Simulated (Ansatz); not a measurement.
## The false plateau in GW convergence: LiMgBN2 (I-4m2)

Wanted: the G0W0 gap of LiMgBN2 (I-4m2) over a grid of bands and cutoffs.

Calculated with Ansatz 0.2.0; G0W0 on PBE, plane waves, PAW; PAW set soft_1.

### 1. The starting structure

It takes space group I-4m2 (No. 119, tetragonal). The conventional cell has a = 3.819 Å, b = 3.819 Å, c = 8.887 Å, α = 90.00°, β = 90.00°, γ = 90.00°. Nearest to Li lie 4 N at 2.10 Å. Nearest to Mg lie 4 N at 2.10 Å. Nearest to B lie 2 N at 1.34 Å. Nearest to N lie 1 B at 1.34 Å and 2 Li at 2.10 Å and 2 Mg at 2.10 Å. Farther neighbours and most contacts between anions are not listed.

The cell and positions are those that the Materials Project relaxed with its own functionals (PBE, PBE+U or r2SCAN), kept fixed.

### 2. 52 empty bands, screening to 50 eV

G0W0 replaces the xc potential by the self-energy, built once from these orbitals. Only a window of levels is corrected, while the sums run over the empty bands that the input names. This step takes PAW set soft_1 files.

File input.yaml:

```yaml
crystal:
  lattice:
    - [-1.909656, 1.909656, 4.443522]
    - [1.909656, -1.909656, 4.443522]
    - [1.909656, 1.909656, -4.443522]
  atoms:
    - { symbol: Li, position: [0.25, 0.75, 0.5] }
    - { symbol: Mg, position: [0.75, 0.25, 0.5] }
    - { symbol: B, position: [0.5, 0.5, 0.0] }
    - { symbol: "N", position: [0.6512635, 0.6512635, 0.0] }
    - { symbol: "N", position: [0.3487365, 0.3487365, 0.0] }
kpoints:
  mp_grid: { grid: [6, 6, 6] }
hamiltonian:
  xc: pbe
  pseudopotentials: { kind: paw, azcp: { folder: soft_1 } }
scf:
  occupations: { method: fixed }
gw:
  n_empty_bands: 52
  ecut_chi: 50
  qp_bands: [v2, c2]
  qp_kpoints: band_edges
  screening: { model: contour_deformation }
```

Launch:

```
ansatz run input.yaml --threads 2 --pin off --max-ram 92160MiB --backend cuda --events-out ev --progress --plain --runs-dir out --devices 1 --max-vram 13GiB
```

Numbers of over 12 decimals in the logs are rounded to 6 here.

Log:

```text
GPUs: using 1 of 1 available (devices: 1).
Engine: ansatz 0.2.0, x86_64-unknown-linux-gnu
Pseudopotentials: kind: paw
Pseudopotential: Li, paw, valence charge 3, recommended cutoff 420 eV (normal), soft_1/Li.paw.azcp
Pseudopotential: Mg, paw, valence charge 10, recommended cutoff 420 eV (normal), soft_1/Mg.paw.azcp
Pseudopotential: B, paw, valence charge 3, recommended cutoff 420 eV (normal), soft_1/B.paw.azcp
Pseudopotential: N, paw, valence charge 5, recommended cutoff 420 eV (normal), soft_1/N.paw.azcp
Functional definition: PBE
  parameter kappa = 0.804
  parameter beta = 0.066725
  exchange = pbe_x(kappa = kappa, mu = beta*pi^2/3)
  correlation = pbe_c(beta = beta)
device memory: the entry about to start is reckoned to put 0.8 GiB on a device that reports 39.7 GiB free (of which the cap on the GPU budget leaves the run 13.0 GiB)
GPU FFT provider: cuFFT
GPU libraries: cuBLAS 13.8.2, cuFFT 12.4.0, cuSOLVER 12.3.4
Crystal: 5 atoms, lattice volume = 64.818 Å³
Basis set: ecut = 420 eV, 1283 PW (Γ)
Bands: 18, of which v1, the nominal top of the filled ones, is band 13 counted from 1 (12 counted from 0)
Symmetry: 8 space group operations
Space group: I-4m2 (ITA 119), of the structure as read, at distance tolerance 4.0e-5 Å
k-points: 30 of 216 (time reversal used)
Non-local potential: Li, projectors of the file, l = 0: 3, l = 1: 2, l = 2: 1
Non-local potential: Mg, projectors of the file, l = 0: 3, l = 1: 2, l = 2: 1
Non-local potential: B, projectors of the file, l = 0: 2, l = 1: 2, l = 2: 1
Non-local potential: N, projectors of the file, l = 0: 2, l = 1: 2, l = 2: 1
PAW form: soft (Blöchl's): semilocal exchange-correlation on the pseudo side does not see the compensation charge
PAW one-centre angular grid: Li, 110 points (default); XC on 96 Gauss nodes
PAW one-centre angular grid: Mg, 110 points (default); XC on 64 Gauss nodes
PAW one-centre angular grid: B, 110 points (default); XC on 64 Gauss nodes
PAW one-centre angular grid: N, 110 points (default); XC on 64 Gauss nodes
Initial density: superposition of atomic densities (chi_scale 0.1, normalization cell, long waves kept (reshape's long-wave potential 0.02 eV rms))
Initial wavefunctions: pseudopotential atomic-orbital guess
GPU buffer pool allocated for 46656 grid points (all kernels)
GPU transforms: local potential and band sums: pruned to the plane-wave sphere, on 36×36×36
Functional: x = pbe(κ = 0.804, μ = 0.219515), c = pbe(β = 0.066725)
SCF iter   1: F=—  HF=-3059.828881 eV  |F-HF|=—  |Δ(HF+E_count)|=         —  Δρ=1.03e-1  dr2=9.26e0  ethr=3.10e-3  ⟨swp⟩=5.0  Hψ=2573  notcnv=0  defer=78
preconditioner: auto → none  [insulator: Δε(μ)=4.483 eV  Ē_g=13.483 eV  n_scr=14 (ndim 8)  ℏωp=18.4 eV  f_vac=0.001  ε∞_Penn≈2.9]
SCF iter   2: F=—  HF=-3057.704562 eV  |F-HF|=—  |Δ(HF+E_count)|=    2.12e0  Δρ=7.17e-2  dr2=2.56e0  ethr=3.10e-3  ⟨swp⟩=3.0  Hψ=1401  notcnv=0  defer=78
SCF iter   3: F=—  HF=-3057.080759 eV  |F-HF|=—  |Δ(HF+E_count)|=   6.24e-1  Δρ=1.94e-2  dr2=2.24e-1  ethr=3.10e-3  ⟨swp⟩=2.0  Hψ=1116  notcnv=0  defer=49
SCF iter   4: F=—  HF=-3057.062563 eV  |F-HF|=—  |Δ(HF+E_count)|=   1.82e-2  Δρ=4.10e-3  dr2=1.30e-2  ethr=8.63e-4  ⟨swp⟩=2.8  Hψ=852  notcnv=0  defer=83
SCF iter   5: F=—  HF=-3057.063250 eV  |F-HF|=—  |Δ(HF+E_count)|=   6.87e-4  Δρ=1.08e-3  dr2=4.62e-4  ethr=5.02e-5  ⟨swp⟩=2.0  Hψ=775  notcnv=0  defer=89
SCF iter   6: F=—  HF=-3057.063760 eV  |F-HF|=—  |Δ(HF+E_count)|=   5.10e-4  Δρ=2.24e-4  dr2=2.27e-5  ethr=1.78e-6  ⟨swp⟩=2.0  Hψ=788  notcnv=0  defer=90
SCF iter   7: F=—  HF=-3057.063798 eV  |F-HF|=—  |Δ(HF+E_count)|=   3.83e-5  Δρ=2.62e-5  dr2=2.38e-7  ethr=8.75e-8  ⟨swp⟩=2.0  Hψ=793  notcnv=0  defer=56
SCF iter   8: F=-3057.063799 eV  HF=-3057.063798 eV  |F-HF|=3.36e-9  |Δ(HF+E_count)|=   5.73e-7  Δρ=2.57e-6  dr2=3.51e-9  ethr=3.85e-10  ⟨swp⟩=9.6  Hψ=2369  notcnv=0
SCF 1 converged in 8 iterations: F = -3057.063799 eV  dr2 = 3.51e-9
[...]
NSCF: frozen V_eff on 1 k-points
device memory: the entry about to start is reckoned to put 0.4 GiB on a device that reports 47.2 GiB free (of which the cap on the GPU budget leaves the run 13.0 GiB)
NSCF: frozen V_eff on 1 k-points
device memory: the entry about to start is reckoned to put 0.4 GiB on a device that reports 47.2 GiB free (of which the cap on the GPU budget leaves the run 13.0 GiB)
NSCF: frozen V_eff on 1 k-points
SCF converged after 8 iterations
Free energy (F): -3057.063799 eV
Harris-Foulkes:  -3057.063798 eV  (|F-HF|=3.36e-9)
Internal energy: -3057.063799 eV  (E = F + TS)
E sigma→0 (E₀):  -3057.063799 eV
Fermi energy:    3.105453 eV
--- Per-component energies (eV) ---
  E_band       = -480.593501
  E_kinetic    = 394.439418
  E_local      = -2696.319192  (includes V_loc(G=0)·N_el)
  E_nonlocal   = 254.511523
  E_hartree    = 952.776197
  E_xc         = -187.443784
  E_vxc        = -235.019270  (∫ρ·V_xc dr)
  E_paw        = -659.439170  (= ΣΔE_a)
  E_vpaw       = -103.759028  (= ΣTr[D̂ρ^β])
  E_aug_tail   = 0.001976  (compensation charges beyond the density's cutoff)
  E_ewald      = -1115.590766
  E_smearing   = -0.000000  (= −TS)
  E_closure    = 0.000000  (closes the sum)
  Σ components = -3057.063799   (vs F -3057.063799, Δ=0.00e0)
--- Band table (eV; the first three rows and the last of 30) ---
  k-point 0: bands = [... 9 lower, 0.9908, 0.9908, 1.7554, 1.7554, 5.7089, 9.1876, 10.9443, 10.9443, ... 1 higher]
  k-point 1: bands = [... 9 lower, 0.4655, 0.7740, 1.6012, 2.1540, 6.8010, 9.9038, 10.1587, 10.3284, ... 1 higher]
  k-point 2: bands = [... 9 lower, -0.1039, 0.3499, 1.3196, 2.5437, 7.9205, 9.7445, 9.8625, 11.3534, ... 1 higher]
  k-point 29: bands = [... 9 lower, 0.2024, 0.2024, 3.1055, 3.1055, 6.6501, 9.4436, 9.6607, 9.6607, ... 1 higher]
--- G₀W₀: contour deformation, 6 samples at zero and on the imaginary axis and 3 off it, 216 q-points, 52 empty bands' worth ---
  eigenvalues of the whole cell's RPA ε∞ on this k-mesh (on a slab, of 1 + 4πα/V) = 2.6432, 2.6432, 3.5759; static W/v taken at q = 0 is 0.347034
  gw.qp_kpoints: band_edges: 16 of 30 stored k-points solved, in 2 passes; an edge of the gap read off the rows below is read off those points alone
    valence top: of the k-points left out ik 6 came nearest to being solved in a further pass, in band 13 (counted from 1, as in the quasiparticle table): it holds the edge there only if its correction is more favourable than any solved in that band by at least 0.525 eV; those differ by 0.310 eV
    conduction bottom: of the k-points left out ik 17 came nearest to being solved in a further pass, in band 14 (counted from 1, as in the quasiparticle table): it holds the edge there only if its correction is more favourable than any solved in that band by at least 0.882 eV; those differ by 0.777 eV
    ik  band        ε_KS         Σx   Σc(E_QP)       V_xc       Z   E_QP_lin       E_QP  E_QP is
     0    12      1.7554   -19.7874     3.3900   -15.5065  0.7745     0.8527     0.8645  root
     0    13      1.7554   -19.7874     3.3900   -15.5065  0.7745     0.8527     0.8645  root
     0    14      5.7089    -5.3691    -3.0907    -9.0578  0.8411     6.3101     6.3070  root
     0    15      9.1876    -3.8039    -3.5214    -8.1449  0.8324    10.0150    10.0073  root
     3    12      1.1916   -19.4307     3.5083   -14.8750  0.7695     0.1253     0.1443  root
     3    13      2.6652   -20.1006     3.1617   -16.2033  0.7846     1.9230     1.9296  root
     3    14      8.2104    -3.3284    -3.2412    -7.0668  0.8404     8.7100     8.7075  root
     3    15      8.7533    -6.5553    -3.5207   -11.6790  0.8163    10.3859    10.3562  root
     4    12      1.9053   -20.1184     3.3916   -15.8882  0.7769     1.0567     1.0666  root
     4    13      1.9706   -19.9087     3.3294   -15.7419  0.7768     1.1234     1.1333  root
     4    14      6.3620    -5.8196    -3.0914    -9.6322  0.8353     7.0879     7.0832  root
     4    15      9.5133    -4.2767    -3.5966    -8.8015  0.8266    10.4524    10.4415  root
    11    12      1.9893   -19.9741     3.3150   -15.7987  0.7792     1.1188     1.1290  root
    11    13      2.4806   -20.2884     3.2423   -16.3189  0.7810     1.7467     1.7534  root
[...]
28    15      9.3454    -6.2563    -3.7387   -11.6763  0.8137    11.0623    11.0267  root
    29    12      3.1055   -20.6970     3.1220   -16.9939  0.7854     2.5206     2.5244  root
    29    13      3.1055   -20.6970     3.1220   -16.9939  0.7854     2.5206     2.5244  root
    29    14      6.6501    -5.0798    -3.0051    -8.7629  0.8368     7.3324     7.3280  root
    29    15      9.4436    -6.3606    -3.6148   -11.0508  0.8201    10.5337    10.5190  root
```

Run time: 19 s. Hardware: 1 × NVIDIA H100 80GB HBM3 (shared by 6 runs) with 2 threads of AMD EPYC 7R13 (Zen 3), shared host; peak memory 1 GiB; 21 s of CPU time.

Numbers from this step:

- bands summed: 65
- RPA ε∞ on this mesh (eigenvalues): 2.643, 2.643, 3.576
- plane waves in the screening matrix: 45
- q-points in the mesh: 216
- G0W0 gap on the mesh: 3.783 eV
- k of the valence top: -0.5, -0.5, -0.5
- k of the conduction bottom: 0, 0, 0
- starting gap on the mesh: 2.603 eV
- Z at the valence top: 0.7854
- Z at the conduction bottom: 0.8411
- least direct G0W0 gap on the computed points: 4.804 eV

The gap on the mesh goes from 2.60 eV to 3.78 eV, a correction of +1.18 eV. Between the two edge states, bare exchange in place of the xc potential would open the gap by 7.39 eV, and correlation takes back 6.21 eV.

### 3. 270 empty bands, screening to 50 eV

input.yaml, as its differences from that of step 2:

```diff
@@ -19,3 +19,3 @@
 gw:
-  n_empty_bands: 52
+  n_empty_bands: 270
   ecut_chi: 50
```

Log:

```text
GPUs: using 1 of 1 available (devices: 1).
[...]
GPU FFT provider: cuFFT
GPU libraries: cuBLAS 13.8.2, cuFFT 12.4.0, cuSOLVER 12.3.4
Crystal: 5 atoms, lattice volume = 64.818 Å³
Basis set: ecut = 420 eV, 1283 PW (Γ)
Bands: 18, of which v1, the nominal top of the filled ones, is band 13 counted from 1 (12 counted from 0)
Symmetry: 8 space group operations
[...]
k-points: 30 of 216 (time reversal used)
[...]
3    15      8.7533    -6.5553    -3.7885   -11.6790  0.8153    10.1084    10.0885  root
[...]
29    12      3.1055   -20.6970     2.9118   -16.9939  0.7848     2.3070     2.3142  root
    29    13      3.1055   -20.6970     2.9118   -16.9939  0.7848     2.3070     2.3142  root
    29    14      6.6501    -5.0798    -3.1900    -8.7629  0.8362     7.1453     7.1431  root
    29    15      9.4436    -6.3606    -3.8508   -11.0508  0.8193    10.2916    10.2831  root
[key lines of the parts left out:]
SCF converged after 8 iterations
Free energy (F): -3057.063799 eV
Fermi energy:    3.105453 eV
```

It took 34 s on 1 × NVIDIA H100 80GB HBM3 (shared by 6 runs) with 2 threads; peak memory 1.4 GiB.

Numbers from this step:

| Item | Value |
| --- | --- |
| bands summed | 283 |
| RPA ε∞ on this mesh (eigenvalues) | 2.652, 2.652, 3.587 |
| plane waves in the screening matrix | 45 |
| G0W0 gap on the mesh | 3.815 eV |
| k of the valence top | -0.5, -0.5, -0.5 |
| k of the conduction bottom | 0, 0, 0 |
| starting gap on the mesh | 2.603 eV |
| least direct G0W0 gap on the computed points | 4.829 eV |

Against the run with 6×6×6 mesh, 52 empty bands, screening to 50 eV, PAW set soft_1 files, the gap moves by +0.03 eV.

### 4. 147 empty bands, screening to 100 eV

Another rung: the empty bands reach about as high as the screening cutoff, so the two stay in balance.

input.yaml, as its differences from that of step 3:

```diff
@@ -19,4 +19,4 @@
 gw:
-  n_empty_bands: 270
-  ecut_chi: 50
+  n_empty_bands: 147
+  ecut_chi: 100
   qp_bands: [v2, c2]
```

Log:

```text
GPUs: using 1 of 1 available (devices: 1).
[...]
GPU FFT provider: cuFFT
GPU libraries: cuBLAS 13.8.2, cuFFT 12.4.0, cuSOLVER 12.3.4
Crystal: 5 atoms, lattice volume = 64.818 Å³
Basis set: ecut = 420 eV, 1283 PW (Γ)
Bands: 18, of which v1, the nominal top of the filled ones, is band 13 counted from 1 (12 counted from 0)
Symmetry: 8 space group operations
[...]
k-points: 30 of 216 (time reversal used)
[...]
3    15      8.7533    -6.5553    -3.8770   -11.6790  0.8115    10.0169    10.0000  root
[...]
29    12      3.1055   -20.6970     2.7089   -16.9939  0.7776     2.0998     2.1112  root
    29    13      3.1055   -20.6970     2.7089   -16.9939  0.7776     2.0998     2.1112  root
    29    14      6.6501    -5.0798    -3.1458    -8.7629  0.8362     7.1899     7.1873  root
    29    15      9.4436    -6.3606    -3.7985   -11.0508  0.8174    10.3450    10.3353  root
[key lines of the parts left out:]
SCF converged after 8 iterations
Free energy (F): -3057.063799 eV
Fermi energy:    3.105453 eV
```

It took 28 s on 1 × NVIDIA H100 80GB HBM3 (shared by 6 runs) with 2 threads; peak memory 1.3 GiB.

The G0W0 gap on the mesh is 4.133 eV.

### 5. 764 empty bands, screening to 100 eV

input.yaml, as its differences from that of step 4:

```diff
@@ -19,3 +19,3 @@
 gw:
-  n_empty_bands: 147
+  n_empty_bands: 764
   ecut_chi: 100
```

Log:

```text
GPUs: using 1 of 1 available (devices: 1).
[...]
GPU FFT provider: cuFFT
GPU libraries: cuBLAS 13.8.2, cuFFT 12.4.0, cuSOLVER 12.3.4
Crystal: 5 atoms, lattice volume = 64.818 Å³
Basis set: ecut = 420 eV, 1283 PW (Γ)
Bands: 18, of which v1, the nominal top of the filled ones, is band 13 counted from 1 (12 counted from 0)
Symmetry: 8 space group operations
[...]
k-points: 30 of 216 (time reversal used)
[...]
3    15      8.7533    -6.5553    -3.9921   -11.6790  0.8112     9.8986     9.8848  root
[...]
29    12      3.1055   -20.6970     2.5698   -16.9939  0.7773     1.9571     1.9722  root
    29    13      3.1055   -20.6970     2.5698   -16.9939  0.7773     1.9571     1.9722  root
    29    14      6.6501    -5.0798    -3.2232    -8.7629  0.8360     7.1118     7.1099  root
    29    15      9.4436    -6.3606    -3.8957   -11.0508  0.8171    10.2457    10.2381  root
[key lines of the parts left out:]
SCF converged after 8 iterations
Free energy (F): -3057.063799 eV
Fermi energy:    3.105453 eV
```

The job ended after 4.4 min (1 × NVIDIA H100 80GB HBM3 (shared by 6 runs) with 2 threads; peak memory 2.5 GiB).

The G0W0 gap on the mesh is 4.197 eV.

### 6. 52 empty bands, screening to 150 eV

input.yaml, as its differences from that of step 5:

```diff
@@ -19,4 +19,4 @@
 gw:
-  n_empty_bands: 764
-  ecut_chi: 100
+  n_empty_bands: 52
+  ecut_chi: 150
   qp_bands: [v2, c2]
```

Log:

```text
GPUs: using 1 of 1 available (devices: 1).
[...]
GPU FFT provider: cuFFT
GPU libraries: cuBLAS 13.8.2, cuFFT 12.4.0, cuSOLVER 12.3.4
Crystal: 5 atoms, lattice volume = 64.818 Å³
Basis set: ecut = 420 eV, 1283 PW (Γ)
Bands: 18, of which v1, the nominal top of the filled ones, is band 13 counted from 1 (12 counted from 0)
Symmetry: 8 space group operations
[...]
k-points: 30 of 216 (time reversal used)
[...]
3    15      8.7533    -6.5553    -3.5389   -11.6790  0.8126    10.3666    10.3380  root
[...]
29    12      3.1055   -20.6970     3.0555   -16.9939  0.7767     2.4531     2.4579  root
    29    13      3.1055   -20.6970     3.0555   -16.9939  0.7767     2.4531     2.4579  root
    29    14      6.6501    -5.0798    -2.9556    -8.7629  0.8367     7.3824     7.3776  root
    29    15      9.4436    -6.3606    -3.5379   -11.0508  0.8172    10.6125    10.5960  root
[key lines of the parts left out:]
SCF converged after 8 iterations
Free energy (F): -3057.063799 eV
Fermi energy:    3.105453 eV
```

Elapsed: 19 s, on 1 × NVIDIA H100 80GB HBM3 (shared by 6 runs) with 2 threads; peak memory 1.4 GiB; 26 s of CPU time.

The G0W0 gap on the mesh is 3.973 eV.

### 7. 270 empty bands, screening to 150 eV

input.yaml, as its differences from that of step 6:

```diff
@@ -19,3 +19,3 @@
 gw:
-  n_empty_bands: 52
+  n_empty_bands: 270
   ecut_chi: 150
```

Log:

```text
GPUs: using 1 of 1 available (devices: 1).
[...]
GPU FFT provider: cuFFT
GPU libraries: cuBLAS 13.8.2, cuFFT 12.4.0, cuSOLVER 12.3.4
Crystal: 5 atoms, lattice volume = 64.818 Å³
Basis set: ecut = 420 eV, 1283 PW (Γ)
Bands: 18, of which v1, the nominal top of the filled ones, is band 13 counted from 1 (12 counted from 0)
Symmetry: 8 space group operations
[...]
k-points: 30 of 216 (time reversal used)
[...]
3    15      8.7533    -6.5553    -3.9959   -11.6790  0.8104     9.8948     9.8811  root
[...]
29    12      3.1055   -20.6970     2.4950   -16.9939  0.7745     1.8801     1.8974  root
    29    13      3.1055   -20.6970     2.4950   -16.9939  0.7745     1.8801     1.8974  root
    29    14      6.6501    -5.0798    -3.2118    -8.7629  0.8357     7.1233     7.1214  root
    29    15      9.4436    -6.3606    -3.8817   -11.0508  0.8160    10.2598    10.2522  root
[key lines of the parts left out:]
SCF converged after 8 iterations
Free energy (F): -3057.063799 eV
Fermi energy:    3.105453 eV
```

Wall time 59 s (1 × NVIDIA H100 80GB HBM3 (shared by 6 runs) with 2 threads); peak memory 1.7 GiB; 1.7 min of CPU time.

The G0W0 gap on the mesh is 4.291 eV.

(Part 1 of 2 ends here.)

[Paths, hosts, dates, memory and timing lines, banners, echoed tables and standing remarks are left out of the program output.]

[Logs are printed without paths, hosts, clocks, repeated set-up lines and the standing remarks that a program may print on its own settings, such as how far it seeks lower states.]

[Runs of the session that timed out or met a known fault of the program may be left out.]

[Cells called generated may have been cut or substituted from an entry of the Crystallography Open Database or the Materials Project.]

[Hosts, paths, dates, database ids (printed as entryN), source tags and the programs' standing remarks are cut or masked in the printed files.]
